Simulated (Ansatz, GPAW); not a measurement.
# Optical response of Ca3SnS (model structure), part 2 of 3

Aim: the dielectric function of Ca3SnS (model structure), and the optical constants that follow from it. The structure is a model built here, which may or may not match a known phase. It was built so: All O replaced by S and Pb replaced by Sn in the Pm-3m structure of Ca3PbO. The cell is first relaxed with Ansatz.

GPAW 26.7.0; DFT, revPBE, plane-wave PAW (GPAW data sets), scalar-relativistic, RPA, optical limit.

So far: Starting point; Relaxation.

## 3. Ground state

The self-consistent density comes first; it also tells whether there is a gap, which decides the occupations and the need for a Drude term.

This step: DFT, revPBE, plane-wave PAW (GPAW data sets), scalar-relativistic, ground state (GPAW 26.7.0).

gs.py

```python
from ase import Atoms
from ase.dft.bandgap import bandgap
from gpaw import GPAW, PW, FermiDirac

atoms = Atoms(['Sn', 'Ca', 'Ca', 'Ca', 'S'],
              cell=[[5.35810286, 0.00000000, 0.00000000],
                    [0.00000000, 5.35810286, 0.00000000],
                    [0.00000000, 0.00000000, 5.35810286]],
              scaled_positions=[[0.00000000, 1.00000000, 1.00000000],
                                [0.50000000, 0.50000000, 0.00000000],
                                [0.50000000, 0.00000000, 0.50000000],
                                [1.00000000, 0.50000000, 0.50000000],
                                [0.50000000, 0.50000000, 0.50000000]],
              pbc=[True, True, True])
atoms.calc = GPAW(mode=PW(500), xc='revPBE', kpts={'size': (4, 4, 4), 'gamma': True},
                  occupations=FermiDirac(0.05), maxiter=150, txt='gs.txt')
print('energy (eV)', atoms.get_potential_energy())
print('Fermi level (eV)', atoms.calc.get_fermi_level())
print('valence electrons', atoms.calc.get_number_of_electrons())
print('gap (eV)', bandgap(atoms.calc, output=None)[0])
print('direct gap (eV)', bandgap(atoms.calc, direct=True, output=None)[0])
atoms.calc.write('gs.gpw')
```

The run is started by

```
$ OMP_NUM_THREADS=1 python gs.py
```

Numbers of over 12 decimals in the logs are rounded to 6 here.

Output:

```text
__  _  _
 | _ |_)|_||  |
 |__||  | ||/\| - 26.7.0

Versions:
  Python: 3.12.14
  ASE:    3.29.0
  Numpy:  2.5.5
  Scipy:  1.18.1
  Libxc:  7.0.0

Input parameters:
  mode=PW(ecut=500.0),
  kpts=MonkhorstPack(size=(4, 4, 4), gamma=True),
  maxiter=150,
  occupations=Occupations(name='fermi-dirac', width=0.05, fixmagmom=False),
  xc=XC(name='revPBE')

Diagonalizing LCAO Hamiltonian
Converting LCAO to pw mode
    .------------.
   /|            |
  / |            |
 *  |            |
 |  |            |
 | Ca    S       |
 |  |   Ca       |
 |  .------------.
 | /     Ca     /
 |/            /
 Sn-----------*

Atoms  # Å, Bohr magnetons
|   | symbol |        x |        y |        z |    initial magnetic moments |
| 0 |     Sn | 0.000000 | 5.358103 | 5.358103 | ( 0.0000,  0.0000,  0.0000) |
| 1 |     Ca | 2.679051 | 2.679051 | 0.000000 | ( 0.0000,  0.0000,  0.0000) |
| 2 |     Ca | 2.679051 | 0.000000 | 2.679051 | ( 0.0000,  0.0000,  0.0000) |
| 3 |     Ca | 5.358103 | 2.679051 | 2.679051 | ( 0.0000,  0.0000,  0.0000) |
| 4 |      S | 2.679051 | 2.679051 | 2.679051 | ( 0.0000,  0.0000,  0.0000) |

Unit cell  # Å
| periodic |        x |        y |        z |  lengths |    angles |
|      yes | 5.358103 | 0.000000 | 0.000000 | 5.358103 | 90.000000 |
|      yes | 0.000000 | 5.358103 | 0.000000 | 5.358103 | 90.000000 |
|      yes | 0.000000 | 0.000000 | 5.358103 | 5.358103 | 90.000000 |

Number of symmetries: 48
Symmetry operations  # r_c * U_cc + t_c -> r_c
|    | kind |            matrix            |
|  0 |  E   |  1, 0, 0,  0, 1, 0,  0, 0, 1 |
|  1 |  σ   |  1, 0, 0,  0, 1, 0,  0, 0,-1 |
|  2 |  σ   |  1, 0, 0,  0, 0, 1,  0, 1, 0 |
|  3 |  C4  |  1, 0, 0,  0, 0, 1,  0,-1, 0 |
|  4 |  C4  |  1, 0, 0,  0, 0,-1,  0, 1, 0 |
|  5 |  σ   |  1, 0, 0,  0, 0,-1,  0,-1, 0 |
|  6 |  σ   |  1, 0, 0,  0,-1, 0,  0, 0, 1 |
|  7 |  C2  |  1, 0, 0,  0,-1, 0,  0, 0,-1 |
|  8 |  σ   |  0, 1, 0,  1, 0, 0,  0, 0, 1 |
|  9 |  C2  |  0, 1, 0,  1, 0, 0,  0, 0,-1 |
| 10 |  C3  |  0, 1, 0,  0, 0, 1,  1, 0, 0 |
| 11 |  S6  |  0, 1, 0,  0, 0, 1, -1, 0, 0 |
| 12 |  S6  |  0, 1, 0,  0, 0,-1,  1, 0, 0 |
| 13 |  C3  |  0, 1, 0,  0, 0,-1, -1, 0, 0 |
| 14 |  C4  |  0, 1, 0, -1, 0, 0,  0, 0, 1 |
| 15 |  S4  |  0, 1, 0, -1, 0, 0,  0, 0,-1 |
| 16 |  C3  |  0, 0, 1,  1, 0, 0,  0, 1, 0 |
| 17 |  S6  |  0, 0, 1,  1, 0, 0,  0,-1, 0 |
| 18 |  σ   |  0, 0, 1,  0, 1, 0,  1, 0, 0 |
| 19 |  C4  |  0, 0, 1,  0, 1, 0, -1, 0, 0 |
| 20 |  C2  |  0, 0, 1,  0,-1, 0,  1, 0, 0 |
| 21 |  S4  |  0, 0, 1,  0,-1, 0, -1, 0, 0 |
| 22 |  S6  |  0, 0, 1, -1, 0, 0,  0, 1, 0 |
| 23 |  C3  |  0, 0, 1, -1, 0, 0,  0,-1, 0 |
| 24 |  S6  |  0, 0,-1,  1, 0, 0,  0, 1, 0 |
| 25 |  C3  |  0, 0,-1,  1, 0, 0,  0,-1, 0 |
| 26 |  C4  |  0, 0,-1,  0, 1, 0,  1, 0, 0 |
| 27 |  σ   |  0, 0,-1,  0, 1, 0, -1, 0, 0 |
| 28 |  S4  |  0, 0,-1,  0,-1, 0,  1, 0, 0 |
| 29 |  C2  |  0, 0,-1,  0,-1, 0, -1, 0, 0 |
| 30 |  C3  |  0, 0,-1, -1, 0, 0,  0, 1, 0 |
| 31 |  S6  |  0, 0,-1, -1, 0, 0,  0,-1, 0 |
| 32 |  C4  |  0,-1, 0,  1, 0, 0,  0, 0, 1 |
| 33 |  S4  |  0,-1, 0,  1, 0, 0,  0, 0,-1 |
| 34 |  S6  |  0,-1, 0,  0, 0, 1,  1, 0, 0 |
| 35 |  C3  |  0,-1, 0,  0, 0, 1, -1, 0, 0 |
| 36 |  C3  |  0,-1, 0,  0, 0,-1,  1, 0, 0 |
| 37 |  S6  |  0,-1, 0,  0, 0,-1, -1, 0, 0 |
| 38 |  σ   |  0,-1, 0, -1, 0, 0,  0, 0, 1 |
| 39 |  C2  |  0,-1, 0, -1, 0, 0,  0, 0,-1 |
| 40 |  σ   | -1, 0, 0,  0, 1, 0,  0, 0, 1 |
| 41 |  C2  | -1, 0, 0,  0, 1, 0,  0, 0,-1 |
| 42 |  C2  | -1, 0, 0,  0, 0, 1,  0, 1, 0 |
| 43 |  S4  | -1, 0, 0,  0, 0, 1,  0,-1, 0 |
| 44 |  S4  | -1, 0, 0,  0, 0,-1,  0, 1, 0 |
| 45 |  C2  | -1, 0, 0,  0, 0,-1,  0,-1, 0 |
| 46 |  C2  | -1, 0, 0,  0,-1, 0,  0, 0, 1 |
| 47 |  i   | -1, 0, 0,  0,-1, 0,  0, 0,-1 |

BZ-sampling:
  Number of BZ points: 64
  Number of IBZ points: 10

  Monkhorst-Pack size: [4, 4, 4]
  Monkhorst-Pack shift: [0.125, 0.125, 0.125]

K-points  # in reciprocal-cell coordinates
|   |                                coordinates |     weight |
| 0 | (  0.00000000,   0.00000000,   0.00000000) | 0.01562500 |
| 1 | (  0.25000000,   0.00000000,   0.00000000) | 0.09375000 |
| 2 | (  0.25000000,   0.25000000,   0.00000000) | 0.18750000 |
| 3 | (  0.25000000,   0.25000000,   0.25000000) | 0.12500000 |
| 4 | (  0.50000000,   0.00000000,   0.00000000) | 0.04687500 |
| 5 | (  0.50000000,   0.25000000,   0.00000000) | 0.18750000 |
| 6 | (  0.50000000,   0.25000000,   0.25000000) | 0.18750000 |
| 7 | (  0.50000000,   0.50000000,   0.00000000) | 0.04687500 |
| 8 | (  0.50000000,   0.50000000,   0.25000000) | 0.09375000 |
| 9 | (  0.50000000,   0.50000000,   0.50000000) | 0.01562500 |

Plane wave coefficients: 3948
Cutoff: 500.0 eV

Spin-components: 1 (collinear spins)
Bands:           28
Projectors:      26
Spin-degeneracy: 2
Datatype:        complex128

Parallelization:
  kpt:    1
  domain: 1
  band:   1

Density:
  Valence electrons: 50.0
  Components: 1
  Grid points: [28 28 28]
  Charge: 0.0  # |e|

Potential:
  Grid points: [28 28 28]

species:
  Sn:
    name:    Tin
    id:
    Z:       50.0
    valence: 14
    core:    36
    charge:  0.0  # [|e|]
    compensation charges:
      type: gauss
      rc: 0.38  # [Å]
      lmax: 2
    cutoffs:
      filter: 2.23  # [Å]
      core: 2.35  # [Å]
    projectors
    | kind |    occ | energy [eV] | rcut [Å] |
    |   5s |  2.000 |     -10.469 |    1.201 |
    |   5p |  2.000 |      -3.642 |    1.270 |
    |   4d | 10.000 |     -25.826 |    1.185 |
    |    s |        |      16.742 |    1.201 |
    |    p |        |      23.569 |    1.270 |
    |    d |        |       1.385 |    1.185 |

    Using partial waves for Sn as LCAO basis

  Ca:
    name:    Calcium
    id:
    Z:       20.0
    valence: 10
    core:    10
    charge:  0.0  # [|e|]
    compensation charges:
      type: gauss
      rc: 0.37  # [Å]
      lmax: 2
    cutoffs:
      filter: 2.10  # [Å]
      core: 1.17  # [Å]
    projectors
    | kind |    occ | energy [eV] | rcut [Å] |
    |   3s |  2.000 |     -47.158 |    1.175 |
    |   4s |  2.000 |      -3.737 |    1.175 |
    |   3p |  6.000 |     -28.037 |    1.154 |
    |    p |        |      -0.826 |    1.154 |
    |    d |        |       0.000 |    0.937 |

    Using partial waves for Ca as LCAO basis

  S:
    name:    Sulfur
    id:
    Z:       16.0
    valence: 6
    core:    10
    charge:  0.0  # [|e|]
    compensation charges:
      type: gauss
      rc: 0.24  # [Å]
      lmax: 2
    cutoffs:
      filter: 1.77  # [Å]
      core: 1.66  # [Å]
    projectors
    | kind |    occ | energy [eV] | rcut [Å] |
    |   3s |  2.000 |     -17.230 |    0.974 |
    |   3p |  4.000 |      -6.978 |    0.979 |
    |    s |        |       9.981 |    0.974 |
    |    p |        |      20.234 |    0.979 |
    |    d |        |       0.000 |    0.900 |

    Using partial waves for S as LCAO basis

Reference energy: -234419.946960  # eV

eigensolver:
  PPCG
  Converge bands: occupied
  niter=2

density mixing:
  MSR1-Mixer
  Pratt-step length: 0.05
  Maximum mixing coefficient: 0.75
  Old densities: 10
  SVD Regularization: 0.005
  Good broyden scale: 1.0
  Trust region scale: 1.0
  Backstep threshold: 4.0
  History deletion threshold: 6.0
  Fourier metric: weight=20.0, sigma=0.015

occupation numbers:
  Fermi-Dirac:
    width: 0.0500  # eV

poisson solver:
  ecut: 4000.0  # eV

xc functional:
  name: revPBE with 2 nearest neighbor stencil

convergence criteria:
- Maximum [total energy] change in last 3 cyles: 0.0005 eV / valence electron
- Maximum integral of absolute [dens]ity change: 0.0001 electrons / valence electron
- Maximum integral of absolute [eigenst]ate change: 4e-08 eV^2 / valence electron
maximum number of iterations: 150

SCF iterations
|iter     |      energy | eigst |  dens |
|iter:   1||  -18.267059 | +0.14 |       |
|iter:   2||  -18.560468 | -0.97 | -1.26 |
|iter:   3||  -18.523773 | -1.48 | -1.30 |
|iter:   4||  -18.541315 | -2.38 | -1.62 |
|iter:   5||  -18.551012 | -2.83 | -1.83 |
|iter:   6||  -18.551537c| -3.66 | -2.48 |
|iter:   7||  -18.551499c| -4.34 | -3.11 |
|iter:   8||  -18.551541c| -5.11 | -3.37 |
|iter:   9||  -18.551544c| -5.85 | -3.74 |
|iter:  10||  -18.551542c| -6.74 | -4.27c|
|iter:  11||  -18.551541c| -7.35 | -4.58c|
|iter:  12||  -18.551542c| -7.59c| -4.95c|

Converged in 12 steps
SCF loop duration: 17.687 s (1.474 s/step)
Energy contributions relative to reference atoms: (reference = -234419.946960)

Energy contributions:
  Kinetic:          14.009451
  Coulomb:          -6.357200
  Zero:             -1.578702
  External:          0.000000
  Xc:              -24.622794
  Entropy:          -0.004594
  Spinorbit:         0.000000
  ----------------------------
  Free energy:     -18.553839
  Extrapolated:    -18.551542

dipole moment: (-35.734320, -35.734320, -35.734320)  # |e|*Ang

Fermi level: 5.330
Eigenvalues  # (at kpt = [0.000, 0.000, 0.000])
| band index |      eig [eV] | occ [0-2] |
|          0 |       -36.877 |     2.000 |
|        ... |               |           |
|         17 |        -9.152 |     2.000 |
|         18 |        -1.558 |     2.000 |
|         19 |         0.888 |     2.000 |
|         20 |         0.888 |     2.000 |
|         21 |         0.888 |     2.000 |
|         22 |         5.269 |     1.539 |
|         23 |         5.269 |     1.539 |
|         24 |         5.269 |     1.539 |
|         25 |         5.362 |     0.688 |
|         26 |         5.362 |     0.688 |
|         27 |         5.959 |     0.000 |

Gap: 0.092 eV
Transition (v -> c):
  (s=0, k=0, n=24, [0.00, 0.00, 0.00]) -> (s=0, k=0, n=25, [0.00, 0.00, 0.00])
No difference between direct/indirect transitions

--- standard output ---
energy (eV) -18.551542
Fermi level (eV) 5.329516
valence electrons 50.0
gap (eV) 0.092470
direct gap (eV) 0.092470
```

Elapsed: 19 s, on 1 thread of Arm Neoverse V2, shared host; peak memory 0.19 GiB.

Read-outs, printed or worked out from the files:

```
energy       : -18.55 eV
Fermi energy : 5.330 eV
electrons    : 50
```

The gap, 0.09 eV, is so small that the occupations stay smeared, and the carriers that the smearing makes get a Drude term.

## 4. Bands for the response

At the fixed density, many empty bands are solved on the mesh of the response, since the spectrum sums over them.

This step: DFT, revPBE, plane-wave PAW (GPAW data sets), scalar-relativistic, bands at fixed density (GPAW 26.7.0).

nscf.py

```python
from ase.dft.bandgap import bandgap
from gpaw import GPAW, FermiDirac

calc = GPAW('gs.gpw').fixed_density(kpts={'size': (6, 6, 6), 'gamma': True}, nbands=81, convergence={'bands': 75},
                                    occupations=FermiDirac(0.05), txt='nscf.txt')
print('gap (eV)', bandgap(calc, output=None)[0])
print('direct gap (eV)', bandgap(calc, direct=True, output=None)[0])
print('top band over the Fermi level (eV)', min(calc.get_eigenvalues(kpt=k)[74] for k in range(len(calc.get_ibz_k_points()))) - calc.get_fermi_level())
calc.write('full.gpw', mode='all')
```

The run is started by

```
$ OMP_NUM_THREADS=1 python nscf.py
```

Output:

```text
Diagonalizing LCAO Hamiltonian
Converting LCAO to pw mode
convergence criteria:
- Maximum integral of absolute [eigenst]ate change: 4e-08 eV^2 / valence electron
maximum number of iterations: 150

SCF iterations
|iter     |      energy | eigst |  dens |
|iter:   1||             | +3.50 |       |
|iter:   2||             | +2.27 |       |
|iter:   3||             | +1.30 |       |
|iter:   4||             | +0.38 |       |
|iter:   5||             | -0.30 |       |
|iter:   6||             | -0.93 |       |
|iter:   7||             | -1.54 |       |
|iter:   8||             | -2.16 |       |
|iter:   9||             | -2.82 |       |
|iter:  10||             | -3.43 |       |
|iter:  11||             | -4.01 |       |
|iter:  12||             | -4.61 |       |
|iter:  13||             | -5.12 |       |
|iter:  14||             | -5.60 |       |
|iter:  15||             | -5.99 |       |
|iter:  16||             | -6.35 |       |
|iter:  17||             | -6.71 |       |
|iter:  18||             | -7.06 |       |
|iter:  19||             | -7.36 |       |
|iter:  20||             | -7.75c|       |
SCF steps: 20
  __  _  _
 | _ |_)|_||  |
 |__||  | ||/\| - 26.7.0

Versions:
  Python: 3.12.14
  ASE:    3.29.0
  Numpy:  2.5.5
  Scipy:  1.18.1
  Libxc:  7.0.0

Input parameters:
  mode=PW(ecut=500.0),
  convergence={'bands': 75},
  gpts=array([28, 28, 28]),
  kpts=MonkhorstPack(size=(6, 6, 6), gamma=True),
  maxiter=150,
  nbands=81,
  occupations=Occupations(name='fermi-dirac', width=0.05, fixmagmom=False),
  parallel={},
  xc=XC(name='revPBE')

--- standard output ---
gap (eV) 0.092470
direct gap (eV) 0.092470
top band over the Fermi level (eV) 17.884481
```

The job ended after 2.6 min (1 thread; peak memory 0.31 GiB).

[end of part 2 of 3]

[Machine, clock and banner lines and Python warnings are left out of the logs.]

[Logs are printed without paths, hosts, clocks, repeated set-up lines and the standing remarks that a program may print on its own settings, such as how far it seeks lower states.]

[Hosts, paths, dates, database ids (printed as entryN), source tags and the programs' standing remarks are cut or masked in the printed files.]
